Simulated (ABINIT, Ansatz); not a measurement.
## SnH2 (Fm-3m): zone-centre phonons

Wanted: the vibrations of SnH2 (Fm-3m) at Γ, by two programs.

Program: ABINIT 10.8.3. Level of theory: DFT LDA, scalar-relativistic, plane waves, HGH norm-conserving pseudopotentials. Results are calculated unless marked as measured.

The structure was built from a prototype and need not be the compound's stable phase.

## 1. The structure

Symmetry: Fm-3m, No. 225, cubic system. The conventional cell has a = 5.223 Å, b = 5.223 Å, c = 5.223 Å, α = 90.00°, β = 90.00°, γ = 90.00°. Nearest to Sn lie 8 H at 2.26 Å. Nearest to H lie 4 Sn at 2.26 Å. Farther neighbours are not listed.

## 2. Relaxation

The harmonic expansion needs vanishing forces, and a free crystal bears no stress, so cell and atoms are brought to rest. Stress is more sensitive to the basis than forces are: the last 3 Ha under the cutoff are smoothed with ecutsm, and the cutoff is raised above that of the later runs.

The starting cell comes from a relaxation made beforehand in Ansatz (LDA, PseudoDojo NC).

File relax.abi:

```
# relaxation
ionmov 2
optcell 2
dilatmx 1.08
ntime 40
tolmxf 1.0d-05
tolvrs 1.0d-14
prtwf 0
prtden 0
chksymtnons 0

# basis, mesh and filling
ecut 43.0
ecutsm 3.0
ixc 7
ngkpt 10 10 10
nshiftk 1
shiftk 0.0 0.0 0.0
istwfk *1
occopt 3
tsmear 0.01
nband 8
nstep 100
diemac 1000000.0
prtebands 0
prtgsr 0

# cell and atoms
acell 6.979834762 6.979834762 6.979834762
rprim 
    0.0 0.7071067812 0.7071067812
    0.7071067812 0.0 0.7071067812
    0.7071067812 0.7071067812 0.0
ntypat 2
znucl 50 1
natom 3
typat 1 2 2
xred 
    0.0 0.0 0.0
    0.25 0.25 0.25
    0.75 0.75 0.75
pp_dirpath "./pseudo"
pseudos "Sn.hgh, H.hgh"
```

On the command line:

```sh
$ OMP_NUM_THREADS=1 mpirun -n 4 abinit relax.abi > relax.log
```

Numbers of over 12 decimals in the logs are rounded to 6 here.

relax.abo, the main output file:

```text
[banners, grids, parts of the stress and lines that vanish by symmetry left out]
- input  file    -> relax.abi
- output file    -> relax.abo
- root for input  files -> relaxi
[...]
Symmetries : space group Fm -3 m (#225); Bravais cF (face-center cubic)
[...]
mpw =        4096          nfft =      110592          nkpt =          47
[...]
== DATASET  1 ==================================================================
[...]
cutoff_energies: {ecut:  43.0, pawecutdg:  -1.0, }
[...]
Exchange-correlation functional for the present dataset will be:
  LDA: Perdew-Wang 92 LSD fit to Ceperley-Alder data - ixc=7
[...]
ETOT  1  -4.655663    -4.656E+00 5.260E-02 3.091E+01
 ETOT  2  -4.665966    -1.030E-02 1.108E-03 6.555E-01
 ETOT  3  -4.665983    -1.697E-05 1.139E-04 1.638E-02
 ETOT  4  -4.665984    -9.139E-07 1.802E-04 1.200E-03
 ETOT  5  -4.665984    -5.526E-08 2.715E-05 9.351E-06
[...]
At SCF step   10       vres2   =  7.89E-18 < tolvrs=  1.00E-14 =>converged.
[...]
sigma(1 1)= -7.19211320E-06  sigma(3 2)=  0.00000000E+00
  sigma(2 2)= -7.19211320E-06  sigma(3 1)=  0.00000000E+00
  sigma(3 3)= -7.19211320E-06  sigma(2 1)=  0.00000000E+00
[...]
convergence: {deltae:  1.101E-13, res2:  7.889E-18, residm:  1.347E-05, diffor: null, }
etotal    :  -4.66598398E+00
[...]
ETOT  1  -4.665985    -4.666E+00 1.011E-05 6.878E-04
[...]
At SCF step    7       vres2   =  4.22E-16 < tolvrs=  1.00E-14 =>converged.
[...]
sigma(1 1)= -6.00851151E-06  sigma(3 2)=  0.00000000E+00
  sigma(2 2)= -6.00851151E-06  sigma(3 1)=  0.00000000E+00
  sigma(3 3)= -6.00851151E-06  sigma(2 1)=  0.00000000E+00
[...]
convergence: {deltae:  2.487E-14, res2:  4.221E-16, residm:  2.103E-06, diffor: null, }
etotal    :  -4.66598501E+00
[...]
ETOT  1  -4.665986    -4.666E+00 1.469E-06 1.789E-02
[...]
ETOT  7  -4.665987     2.123E-13 6.163E-07 1.155E-14
 ETOT  8  -4.665987    -1.581E-13 4.357E-07 3.358E-17
 At SCF step    8       vres2   =  3.36E-17 < tolvrs=  1.00E-14 =>converged.
[...]
sigma(1 1)= -2.85268761E-08  sigma(3 2)=  0.00000000E+00
  sigma(2 2)= -2.85268761E-08  sigma(3 1)=  0.00000000E+00
  sigma(3 3)= -2.85268761E-08  sigma(2 1)=  0.00000000E+00
[...]
convergence: {deltae: -1.581E-13, res2:  3.358E-17, residm:  4.357E-07, diffor: null, }
etotal    :  -4.66598740E+00
[...]
At Broyd/MD step   3, gradients are converged :
[...]
sigma(1 1)= -2.85268761E-08  sigma(3 2)=  0.00000000E+00
  sigma(2 2)= -2.85268761E-08  sigma(3 1)=  0.00000000E+00
  sigma(3 3)= -2.85268761E-08  sigma(2 1)=  0.00000000E+00
[...]
- sigma(1 1)= -8.39289670E-04  sigma(3 2)=  0.00000000E+00
- sigma(2 2)= -8.39289670E-04  sigma(3 1)=  0.00000000E+00
- sigma(3 3)= -8.39289671E-04  sigma(2 1)=  0.00000000E+00
[...]
fcart     -0.0000000000E+00 -0.0000000000E+00 -0.0000000000E+00
           strten     -2.8526876075E-08 -2.8526876075E-08 -2.8526876076E-08
================================================================================

[key lines of the parts left out:]
pressure_GPa:   8.3929E-04
Total energy (etotal) [Ha]= -4.66598740187457E+00
```

It took 28 s on 4 MPI ranks of Arm Neoverse V1, shared host; 1.9 min of CPU time.

Step by step:

```csv
step,energy less that of the first step (eV),largest force (eV/Å),volume (Å³)
1,0.0000,0.0000,35.63
2,0.0000,0.0000,35.65
3,-0.0001,0.0000,35.77
```

```csv
"conventional cell, symmetrised",before,after,change
a (Å),5.223,5.230,+0.1 %
b (Å),5.223,5.230,+0.1 %
c (Å),5.223,5.230,+0.1 %
volume (Å³/atom),11.88,11.92,+0.4 %
```

Final coordinates:

```
Sn H
1.0
     0.00000    2.61518    2.61518
     2.61518    0.00000    2.61518
     2.61518    2.61518    0.00000
Sn H
1 2
Direct
  0.00000 0.00000 0.00000
  0.25000 0.25000 0.25000
  0.75000 0.75000 0.75000
```

This step gave:

| Item | Value |
| --- | --- |
| volume per atom | 11.92 Å³ |
| pressure | 8.39e-4 GPa |
| gap on the k-mesh | 0 eV |

The volume changes by +0.4 % from the cell with which this run began.

## 3. Ground state

First-order wavefunctions inherit every error of the ground state, hence the very tight tolvrs. Occupations are smeared.

File gs.abi:

```
# ground state
tolvrs 1.0d-16
prtden 1
prtwf 1

# basis, mesh and filling
ecut 35.0
ixc 7
ngkpt 12 12 12
nshiftk 1
shiftk 0.0 0.0 0.0
istwfk *1
occopt 3
tsmear 0.01
nband 8
nstep 100
diemac 1000000.0
prtebands 0
prtgsr 0

# cell and atoms
acell 6.989016049 6.989016049 6.989016049
rprim 
    0.0 0.7071067812 0.7071067812
    0.7071067812 0.0 0.7071067812
    0.7071067812 0.7071067812 0.0
ntypat 2
znucl 50 1
natom 3
typat 1 2 2
xred 
    0.0 0.0 0.0
    0.25 0.25 0.25
    0.75 0.75 0.75
pp_dirpath "./pseudo"
pseudos "Sn.hgh, H.hgh"
```

On the command line:

```sh
$ OMP_NUM_THREADS=1 mpirun -n 4 abinit gs.abi > gs.log
```

gs.abo, the main output file:

```text
[banners, grids, parts of the stress and lines that vanish by symmetry left out]
- input  file    -> gs.abi
- output file    -> gs.abo
- root for input  files -> gsi
[...]
Symmetries : space group Fm -3 m (#225); Bravais cF (face-center cubic)
[...]
mpw =        2421          nfft =       64000          nkpt =          72
[...]
== DATASET  1 ==================================================================
[...]
cutoff_energies: {ecut:  35.0, pawecutdg:  -1.0, }
[...]
Exchange-correlation functional for the present dataset will be:
  LDA: Perdew-Wang 92 LSD fit to Ceperley-Alder data - ixc=7
[...]
ETOT  1  -4.658800    -4.659E+00 2.001E-02 1.768E+01
 ETOT  2  -4.665050    -6.250E-03 7.188E-04 3.445E-01
 ETOT  3  -4.665066    -1.646E-05 3.434E-04 8.376E-03
 ETOT  4  -4.665067    -8.764E-07 5.835E-04 6.059E-04
 ETOT  5  -4.665067    -4.811E-08 9.466E-05 2.948E-06
[...]
ETOT  9  -4.665067    -1.021E-13 3.332E-05 1.444E-15
 ETOT 10  -4.665067     1.270E-13 2.440E-05 3.630E-18
 At SCF step   10       vres2   =  3.63E-18 < tolvrs=  1.00E-16 =>converged.
[...]
sigma(1 1)=  2.07511617E-05  sigma(3 2)=  0.00000000E+00
  sigma(2 2)=  2.07511617E-05  sigma(3 1)=  0.00000000E+00
  sigma(3 3)=  2.07511617E-05  sigma(2 1)=  0.00000000E+00
[...]
convergence: {deltae:  1.270E-13, res2:  3.630E-18, residm:  2.440E-05, diffor: null, }
etotal    :  -4.66506729E+00
[...]
sigma(1 1)=  2.07511617E-05  sigma(3 2)=  0.00000000E+00
  sigma(2 2)=  2.07511617E-05  sigma(3 1)=  0.00000000E+00
  sigma(3 3)=  2.07511617E-05  sigma(2 1)=  0.00000000E+00
[...]
- sigma(1 1)=  6.10520255E-01  sigma(3 2)=  0.00000000E+00
- sigma(2 2)=  6.10520255E-01  sigma(3 1)=  0.00000000E+00
- sigma(3 3)=  6.10520255E-01  sigma(2 1)=  0.00000000E+00
[...]
fcart     -0.0000000000E+00 -0.0000000000E+00 -0.0000000000E+00
           strten      2.0751161693E-05  2.0751161693E-05  2.0751161693E-05
================================================================================

[key lines of the parts left out:]
pressure_GPa:  -6.1052E-01
```

The job ended after 12 s (4 MPI ranks).

Read from the output:

```
pressure : -0.6105 GPa
```

The cell stands at -0.61 GPa: the relaxation ran with a smoothed and higher cutoff and on another k mesh.

## 4. Zone-centre response

At q = 0 one unit cell holds all displacements. The response is solved for single atoms along the cell's directions, and symmetry skips those that follow from others. The crystal is treated as a metal, which screens a static field, so no field response is asked.

File dfpt_gamma.abi:

```

# common to the responses
getwfk_filepath "gso_WFK"
kptopt 2
nqpt 1
qpt 0.0 0.0 0.0
asr 0
chneut 0

# displacements
rfphon 1
rfatpol 1 3
rfdir 1 1 1
tolvrs 1.0d-10
prtwf 0

# basis, mesh and filling
ecut 35.0
ixc 7
ngkpt 12 12 12
nshiftk 1
shiftk 0.0 0.0 0.0
istwfk *1
occopt 3
tsmear 0.01
nband 8
nstep 100
diemac 1000000.0
prtebands 0
prtgsr 0

# cell and atoms
acell 6.989016049 6.989016049 6.989016049
rprim 
    0.0 0.7071067812 0.7071067812
    0.7071067812 0.0 0.7071067812
    0.7071067812 0.7071067812 0.0
ntypat 2
znucl 50 1
natom 3
typat 1 2 2
xred 
    0.0 0.0 0.0
    0.25 0.25 0.25
    0.75 0.75 0.75
pp_dirpath "./pseudo"
pseudos "Sn.hgh, H.hgh"
```

On the command line:

```sh
$ OMP_NUM_THREADS=1 mpirun -n 4 abinit dfpt_gamma.abi > dfpt_gamma.log
```

dfpt_gamma.abo, the main output file:

```text
[banners, grids, parts of the stress and lines that vanish by symmetry left out]
- input  file    -> dfpt_gamma.abi
- output file    -> dfpt_gamma.abo
- root for input  files -> dfpt_gammai
- root for output files -> dfpt_gammao

 Symmetries : space group Fm -3 m (#225); Bravais cF (face-center cubic)
================================================================================
 Values of the parameters that define the memory need of the present run (RF).
     intxc =       0      iscf =       7    lmnmax =       6     lnmax =       6
     mgfft =      40  mpssoang =       3    mqgrid =    3001     natom =       3
  nloc_mem =       1    nspden =       1   nspinor =       1    nsppol =       1
      nsym =      48    n1xccc =       0    ntypat =       2    occopt =       3
   xclevel =       1
-    mband =           8        mffmem =           1         mkmem =         217
-   mkqmem =         217        mk1mem =         217           mpw =        2421
      nfft =       64000          nkpt =         868
- my_mband =           8
================================================================================
================================================================================

--------------------------------------------------------------------------------
------------- Echo of variables that govern the present computation ------------
--------------------------------------------------------------------------------
-
- outvars: echo of selected default values
-   iomode0 =  0 , fftalg0 =312 , wfoptalg0 =  0
-
- outvars: echo of global parameters not present in the input file
-  max_nthreads =    1
-
 -outvars: echo values of preprocessed input variables
 [... echo left out ...]
================================================================================

 chkinp: Checking input parameters for consistency.

[...]
== DATASET  1 ==================================================================
-   mpi_nproc: 4, omp_nthreads: 1 (-1 if OMP is not activated)

--- !DatasetInfo
iteration_state: {dtset: 1, }
dimensions: {natom: 3, nkpt: 868, mband: 8, nsppol: 1, nspinor: 1, nspden: 1, mpw: 2421, }
cutoff_energies: {ecut:  35.0, pawecutdg:  -1.0, }
electrons: {nelect:   6.00000000E+00, charge:   0.00000000E+00, occopt:   3.00000000E+00, tsmear:   1.00000000E-02, }
meta: {optdriver: 1, rfphon: 1, }
...

 mkfilename: getwfk from: gso_WFK

 Exchange-correlation functional for the present dataset will be:
  LDA: Perdew-Wang 92 LSD fit to Ceperley-Alder data - ixc=7
 Citation for XC functional:
  J.P.Perdew and Y.Wang, PRB 45, 13244 (1992)

 Real(R)+Recip(G) space primitive vectors, cartesian coordinates (Bohr,Bohr^-1):
 R(1)=  0.0000000  4.9419806  4.9419806  G(1)= -0.1011740  0.1011740  0.1011740
 R(2)=  4.9419806  0.0000000  4.9419806  G(2)=  0.1011740 -0.1011740  0.1011740
 R(3)=  4.9419806  4.9419806  0.0000000  G(3)=  0.1011740  0.1011740 -0.1011740
 Unit cell volume ucvol=  2.4139769E+02 bohr^3
 Angles (23,13,12)=  6.00000000E+01  6.00000000E+01  6.00000000E+01 degrees
 setup1 : take into account q-point for computing boxcut.

 getcut: wavevector=  0.0000  0.0000  0.0000  ngfft=  40  40  40
         ecut(hartree)=     35.000   => boxcut(ratio)=   2.14904

--- Pseudopotential description ------------------------------------------------
- pspini: atom type   1  psp file is ./pseudo/Sn.hgh

- pspini: atom type   2  psp file is ./pseudo/H.hgh

   1.51667852E+02                                ecore*ucvol(ha*bohr**3)
--------------------------------------------------------------------------------

 ==>  initialize data related to q vector <==

 The list of irreducible perturbations for this q vector is:
    1)    idir= 1    ipert=   1
    2)    idir= 1    ipert=   2

[...]
The perturbation idir=   2  ipert=   1 is
 symmetric of a previously calculated perturbation.
 So, its SCF calculation is not needed.

 The perturbation idir=   3  ipert=   1 is
 symmetric of a previously calculated perturbation.
 So, its SCF calculation is not needed.

 The perturbation idir=   2  ipert=   2 is
 symmetric of a previously calculated perturbation.
 So, its SCF calculation is not needed.

 The perturbation idir=   3  ipert=   2 is
 symmetric of a previously calculated perturbation.
 So, its SCF calculation is not needed.

 The perturbation idir=   1  ipert=   3 is
 symmetric of a previously calculated perturbation.
 So, its SCF calculation is not needed.

 The perturbation idir=   2  ipert=   3 is
 symmetric of a previously calculated perturbation.
 So, its SCF calculation is not needed.

 The perturbation idir=   3  ipert=   3 is
 symmetric of a previously calculated perturbation.
 So, its SCF calculation is not needed.

--------------------------------------------------------------------------------
 Perturbation wavevector (in red.coord.)   0.000000  0.000000  0.000000
 Perturbation : displacement of atom   1   along direction   1
 Found     4 symmetries that leave the perturbation invariant.

[...]
dfpt_looppert : total number of electrons, from k and k+q
  fully or partially occupied states are    6.000000E+00 and    6.000000E+00.
 Initialisation of the first-order wave-functions :
  ireadwf=   0

--- !BeginCycle
iteration_state: {dtset: 1, }
solver: {iscf: 7, nstep: 100, nline: 4, wfoptalg: 0, }
tolerances: {tolvrs: 1.00E-10, }
...

     iter   2DEtotal(Ha)        deltaE(Ha) residm    vres2
-ETOT  1  0.519073     -4.934E+01 6.597E-01 5.696E+03
 ETOT  2 -0.391870     -9.109E-01 2.582E-03 9.923E+01
 ETOT  3 -0.406859     -1.499E-02 1.905E-04 5.030E-01
 ETOT  4 -0.406915     -5.637E-05 2.018E-07 8.421E-03
 ETOT  5 -0.406916     -7.962E-07 4.495E-09 6.173E-05
[...]
At SCF step    8       vres2   =  1.35E-12 < tolvrs=  1.00E-10 =>converged.
[...]
Mean square residual over all n,k,spin=   40.444E-18; max=  35.070E-15

 Thirteen components of 2nd-order total energy (hartree) are
 1,2,3: 0th-order hamiltonian combined with 1st-order wavefunctions
     kin0=   4.57179261E+01 eigvalue=   2.03470593E+00  local=  -1.20348114E+01
 4,5,6: 1st-order hamiltonian combined with 1st and 0th-order wfs
 loc psp =  -3.51858564E+01  Hartree=   4.29747440E+00     xc=  -4.40597652E+00
 note that "loc psp" includes a xc core correction that could be resolved
 7,8,9: eventually, occupation + non-local contributions
    edocc=   4.75483126E+00     enl0=   9.90216659E+00   enl1=  -6.53467762E+01
 1-9 gives the relaxation energy (to be shifted if some occ is /=2.0)
   erelax=  -5.02663163E+01
 10,11,12 Non-relaxation  contributions : frozen-wavefunctions and Ewald
 fr.local=   1.18579268E+01 fr.nonlo=   3.12207263E+01  Ewald=   6.78074725E+00
 13,14 Frozen wf xc core corrections (1) and (2)
 frxc 1  =   0.00000000E+00  frxc 2 =   0.00000000E+00
 Resulting in :
 2DEtotal=   -0.4069159686E+00 Ha. Also 2DEtotal=   -0.110727475900E+02 eV
    (2DErelax=   -5.0266316274E+01 Ha. 2DEnonrelax=    4.9859400305E+01 Ha)
    (  non-var. 2DEtotal :   -4.0691599117E-01 Ha)

[...]
Perturbation wavevector (in red.coord.)   0.000000  0.000000  0.000000
 Perturbation : displacement of atom   2   along direction   1
 Found     2 symmetries that leave the perturbation invariant.

--------------------------------------------------------------------------------

--------------------------------------------------------------------------------

 dfpt_looppert : total number of electrons, from k and k+q
  fully or partially occupied states are    6.000000E+00 and    6.000000E+00.
 Initialisation of the first-order wave-functions :
  ireadwf=   0

--- !BeginCycle
iteration_state: {dtset: 1, }
solver: {iscf: 7, nstep: 100, nline: 4, wfoptalg: 0, }
tolerances: {tolvrs: 1.00E-10, }
...

     iter   2DEtotal(Ha)        deltaE(Ha) residm    vres2
-ETOT  1   2.368838     -4.787E+01 5.751E-01 1.032E+04
[...]
ETOT  7  0.362797     -1.406E-10 3.395E-12 4.762E-09
 ETOT  8  0.362797     -2.387E-12 3.943E-13 3.975E-11

 At SCF step    8       vres2   =  3.98E-11 < tolvrs=  1.00E-10 =>converged.
[...]
Mean square residual over all n,k,spin=   51.050E-17; max=  39.427E-14

 Thirteen components of 2nd-order total energy (hartree) are
 1,2,3: 0th-order hamiltonian combined with 1st-order wavefunctions
     kin0=   5.20048392E+01 eigvalue=   1.24758584E+00  local=  -1.21967489E+01
 4,5,6: 1st-order hamiltonian combined with 1st and 0th-order wfs
 loc psp =  -9.97586369E+01  Hartree=   9.77287407E+00     xc=  -6.02680511E+00
 note that "loc psp" includes a xc core correction that could be resolved
 7,8,9: eventually, occupation + non-local contributions
    edocc=   4.89712364E+00     enl0=   1.80449633E-01   enl1=   0.00000000E+00
 1-9 gives the relaxation energy (to be shifted if some occ is /=2.0)
   erelax=  -4.98793184E+01
 10,11,12 Non-relaxation  contributions : frozen-wavefunctions and Ewald
 fr.local=   4.60041480E+01 fr.nonlo=   0.00000000E+00  Ewald=   4.23796703E+00
 13,14 Frozen wf xc core corrections (1) and (2)
 frxc 1  =   0.00000000E+00  frxc 2 =   0.00000000E+00
 Resulting in :
 2DEtotal=    0.3627966087E+00 Ha. Also 2DEtotal=    0.987219864854E+01 eV
    (2DErelax=   -4.9879318445E+01 Ha. 2DEnonrelax=    5.0242115053E+01 Ha)
    (  non-var. 2DEtotal :    3.6279659695E-01 Ha)

[...]
---- first-order wavefunction calculations are completed ----

 ==> Compute Derivative Database <==

 [... matrices left out ...]
  Phonon wavevector (reduced coordinates) :  0.00000  0.00000  0.00000
 Phonon energies in Hartree :
  -1.519103E-03 -1.519103E-03 -1.519103E-03 -4.939140E-06 -4.939140E-06
  -4.939139E-06  3.217687E-03  3.217687E-03  3.217687E-03
 Phonon frequencies in cm-1    :
- -3.334046E+02 -3.334046E+02 -3.334046E+02 -1.084016E+00 -1.084016E+00
- -1.084016E+00  7.062008E+02  7.062008E+02  7.062008E+02

== END DATASET(S) ==============================================================
================================================================================

 -outvars: echo values of variables after computation
            acell      6.9890160490E+00  6.9890160490E+00  6.9890160490E+00 Bohr
           etotal      3.6279660872E-01
            fcart      0.0000000000E+00  0.0000000000E+00  0.0000000000E+00
           strten      0.0000000000E+00  0.0000000000E+00  0.0000000000E+00
================================================================================
```

Elapsed: 93 s, on 4 MPI ranks.

This step gave:

```yaml
largest_acoustic_frequency_at_the_zone_centre_before_the_sum_rule: -1.08 cm⁻¹
highest_optical_zone_centre_mode_no_lo_to_term: 706.2 cm⁻¹
lowest_optical_zone_centre_mode: -333.4 cm⁻¹
```

The acoustic modes at Γ come out as far as 1.1 cm⁻¹ from zero, where they should vanish, a small numerical error. The lowest optical mode is imaginary, 333i cm⁻¹, an instability at this level and on this k mesh.

(Continued in part 2 of 3.)

[Host names and launcher messages were left out of these logs when they were recorded.]

[Logs are printed without paths, hosts, clocks, repeated set-up lines and the standing remarks that a program may print on its own settings, such as how far it seeks lower states.]

[Hosts, paths, dates, database ids (printed as entryN), source tags and the programs' standing remarks are cut or masked in the printed files.]
